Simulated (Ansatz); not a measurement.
# Lattice dynamics of ScPd (Pm-3m), part 2 of 2

Aim: the vibrations of ScPd (Pm-3m), their spectra, and whether the structure is stable.

Ansatz 0.2.0; DFT PBEsol, scalar-relativistic, plane waves, PAW; PAW set soft_1.

So far. Step 3 (Tight relaxation): The forces vanish by symmetry and the pressure is 0.000 GPa, within the tolerances set. The cell now holds 17.45 Å³/atom. Step 4 (Zone-centre response): Before it was imposed, the acoustic sum rule was missed by 5.6e-6 eV/Å². Small misses are needed for a sound result but don't prove that mesh and cutoff are converged. The lowest optical mode is real, 164 cm⁻¹. The relaxed cell has a = 3.268 Å (conventional setting).

### Step 5. The dispersion (continued)

The partial phonon density of states has structure finer than the step of the table below, so its rows give means over 10 cm⁻¹, whole bins alone (the curve runs from -10 to 271 cm⁻¹). Peaks (cm⁻¹: height): Pd 71.2: 0.0882; Sc 141.8: 0.0325, 152.4: 0.0324, 168.2: 0.0306, 187.7: 0.0327, 205.3: 0.0450, 219.4: 0.0342, 233.5: 0.0471.

Phonopy on the run's constants, 17x17x17 mesh, Gaussian sigma 2.0 cm-1. Interpolated from a 4×4×4 q mesh. Table of partial phonon density of states by wavenumber; means over each step; values in 1/cm⁻¹/cell:

| wavenumber (cm⁻¹) | Pd | Sc |
| --- | --- | --- |
| 0 | 4.2e-5 | 1.6e-5 |
| 10 | 2.2e-4 | 8.7e-5 |
| 20 | 0.00110 | 3.9e-4 |
| 30 | 0.00274 | 8.0e-4 |
| 40 | 0.00858 | 0.00165 |
| 50 | 0.0300 | 0.00312 |
| 60 | 0.0581 | 0.00349 |
| 70 | 0.0825 | 0.00372 |
| 80 | 0.0547 | 0.00302 |
| 90 | 0.0302 | 0.00117 |
| 100 | 0.0132 | 4.2e-4 |
| 110 | 7.0e-4 | 4.0e-5 |
| 120 | 2.1e-6 | 0 |
| 130 | 1.7e-5 | 0.00164 |
| 140 | 0.00103 | 0.0238 |
| 150 | 0.00253 | 0.0242 |
| 160 | 0.00387 | 0.0217 |
| 170 | 0.00299 | 0.0258 |
| 180 | 0.00153 | 0.0140 |
| 190 | 0.00174 | 0.0246 |
| 200 | 8.0e-4 | 0.0159 |
| 210 | 7.7e-4 | 0.0179 |
| 220 | 8.3e-4 | 0.0278 |
| 230 | 9.7e-4 | 0.0343 |
| 240 | 6.5e-4 | 0.0347 |
| 250 | 1.9e-4 | 0.0151 |
| 260 | 4.6e-6 | 6.8e-4 |

Second derivatives of the energy by pair, one row for each kind of neighbour of each atom listed. Each entry sums the pair over the periodic images of the supercell that the q mesh stands for, and in a polar crystal it holds the long-range dipole part too. Force constants by pair, by row:

| atom | neighbour | distance (Å) | third of the trace (eV/Å²) | along the pair's line (eV/Å²) |
| --- | --- | --- | --- | --- |
| Sc1 | itself | 0 | 6.24 | – |
| Sc1 | Pd | 2.83 | -0.3491 | -1.091 |
| Sc1 | Sc | 3.268 | -0.4432 | -1.601 |
| Sc1 | Sc | 4.622 | 0.0185 | -0.1201 |
| Sc1 | Pd | 5.419 | -0.0164 | -0.0397 |
| Sc1 | Sc | 5.66 | -0.0563 | -0.2013 |
| Sc1 | Sc | 6.536 | -0.0118 | 0.0776 |
| Sc1 | Pd | 7.122 | 4.00e-4 | -0.002 |
| Sc1 | Sc | 7.307 | -0.0175 | -0.0284 |
| Pd2 | itself | 0 | 2.634 | – |
| Pd2 | Sc | 2.83 | -0.3491 | -1.091 |
| Pd2 | Pd | 3.268 | 0.1716 | 0.0154 |
| Pd2 | Pd | 4.622 | -0.0157 | -0.1313 |
| Pd2 | Sc | 5.419 | -0.0164 | -0.0397 |
| Pd2 | Pd | 5.66 | -0.0629 | -0.1305 |
| Pd2 | Pd | 6.536 | 0.046 | 0.3304 |
| Pd2 | Sc | 7.122 | 4.00e-4 | -0.002 |
| Pd2 | Pd | 7.307 | -0.0066 | -0.0075 |

Harmonic thermodynamic functions per atom, from the density of states. Interpolated from a 4×4×4 q mesh. Thermodynamic functions, by row:

| T (K) | F_vib (meV/atom) | S (J/mol-atom/K) | C_V (J/mol-atom/K) |
| --- | --- | --- | --- |
| 0 | 24.63 | 0 | 0 |
| 50 | 23.52 | 6.53 | 10.7 |
| 100 | 17.45 | 16.6 | 18.2 |
| 200 | -7.82 | 31.03 | 22.77 |
| 300 | -45.19 | 40.52 | 23.93 |
| 400 | -90.95 | 47.47 | 24.36 |
| 500 | -143.1 | 52.93 | 24.57 |
| 600 | -200.3 | 57.42 | 24.68 |
| 700 | -261.9 | 61.23 | 24.75 |
| 800 | -327.1 | 64.54 | 24.79 |
| 900 | -395.5 | 67.46 | 24.82 |
| 1000 | -466.8 | 70.08 | 24.85 |

Harmonic mean-square displacement, third of the trace. Interpolated from a 4×4×4 q mesh. Mean square displacements, by row:

| T (K) | Sc1 U_eq (Å²) | Pd2 U_eq (Å²) |
| --- | --- | --- |
| 0 | 0.00226 | 0.00231 |
| 100 | 0.00342 | 0.00558 |
| 300 | 0.00815 | 0.01574 |
| 600 | 0.01586 | 0.03129 |

Symmetry leaves 10 wavevectors to solve. The lowest mode among them, the acoustic zeros apart, lies at q = (0, 0.25, 0.25) and is real, 39.9 cm⁻¹.

### Step 6. Isotope substitution

An isotope changes the mass and not the force constants, so no new electronic calculation is needed; the shifts show which modes move this element.

The same force constants with the mass of Pd changed from 106.420 to 109.905 u (phonopy, no LO-TO term). Both lists are sorted by frequency; levels can cross, so a row need not hold one and the same mode. Modes under 3 cm⁻¹ are left out. Isotope shifts, by row:

| q | rank | natural mass (cm⁻¹) | changed mass (cm⁻¹) |
| --- | --- | --- | --- |
| 0 0 0 | 4 | 164.4 | 163.6 |
| 0 0 0 | 5 | 164.4 | 163.6 |
| 0 0 0 | 6 | 164.4 | 163.6 |
| 0 0 0.25 | 1 | 61.28 | 60.52 |
| 0 0 0.25 | 2 | 61.28 | 60.52 |
| 0 0 0.25 | 3 | 81.79 | 80.54 |
| 0 0 0.25 | 4 | 153.8 | 153.2 |
| 0 0 0.25 | 5 | 153.8 | 153.2 |
| 0 0 0.25 | 6 | 213.5 | 213.3 |
| 0 0 -0.5 | 1 | 89.89 | 88.45 |
| 0 0 -0.5 | 2 | 89.89 | 88.45 |
| 0 0 -0.5 | 3 | 110.8 | 109 |
| 0 0 -0.5 | 4 | 135.3 | 135.3 |
| 0 0 -0.5 | 5 | 135.3 | 135.3 |
| 0 0 -0.5 | 6 | 253.4 | 253.4 |
| 0 0.25 0.25 | 1 | 39.88 | 39.32 |
| 0 0.25 0.25 | 2 | 76.86 | 75.8 |
| 0 0.25 0.25 | 3 | 93.6 | 92.11 |
| 0 0.25 0.25 | 4 | 145.9 | 145.6 |
| 0 0.25 0.25 | 5 | 196.3 | 196 |
| 0 0.25 0.25 | 6 | 212.7 | 212.7 |

A mode of this element alone would shift by -1.60 %. The highest zone-centre frequency without the field goes from 164.4 to 163.6 cm⁻¹ (-0.5 %). The product of the frequency ratios over all optical modes at Γ is 0.986; the product rule, (m/m′)^(3k/2) (M′/M)^(3/2) with k = 1 such atoms and M the mass of the cell, gives 0.986.

### Step 7. What came out

```
space group after relaxation (within 0.01 Å)            : Pm-3m
volume per atom                                         : 17.4 Å³
electronic character                                    : no gap on this mesh
highest optical mode at the zone centre (no LO-TO term) : 164 cm⁻¹
lowest optical zone-centre mode                         : 164 cm⁻¹
lowest mode on the q mesh (acoustic modes at Γ apart)   : 39.9 cm⁻¹
highest frequency on the path or at a solved wavevector : 254 cm⁻¹
zero-point energy per atom                              : 24.6 meV
heat capacity at 300 K                                  : 23.9 J/(mol atoms K)
vibrational entropy at 300 K                            : 40.5 J/(mol atoms K)
Debye temperature (second moment)                       : 277 K
imaginary modes on the 4×4×4 q mesh                     : none
```

**Reading.** The structure is a minimum as far as tested: no mode is imaginary at the 10 irreducible wavevectors of the 4×4×4 mesh, and the softest away from the acoustic zeros lies at 40 cm⁻¹. The optical modes at Γ form one degenerate level at 164 cm⁻¹. The highest mode in this list at Γ, 164.4 cm⁻¹, is mostly motion of Sc (70 % of the kinetic energy). On the path and the mesh, the widest gap between branches runs from 111 to 135 cm⁻¹. With no gap, or one that is small against the smearing, the frequencies hang on the k mesh and the smearing, most of all near Kohn anomalies. The phonon runs are without spin polarisation, although the cell has an odd electron count. The PAW files were made for PBE and serve the other functionals too. A phonon run warned that its eigensolver left some bands unconverged in a pass. These are harmonic frequencies at zero temperature: anharmonic shifts, linewidths and thermal expansion are left out.

[Logs are printed without paths, hosts, clocks, repeated set-up lines and the standing remarks that a program may print on its own settings, such as how far it seeks lower states.]

[Hosts, paths, dates, database ids (printed as entryN), source tags and the programs' standing remarks are cut or masked in the printed files.]
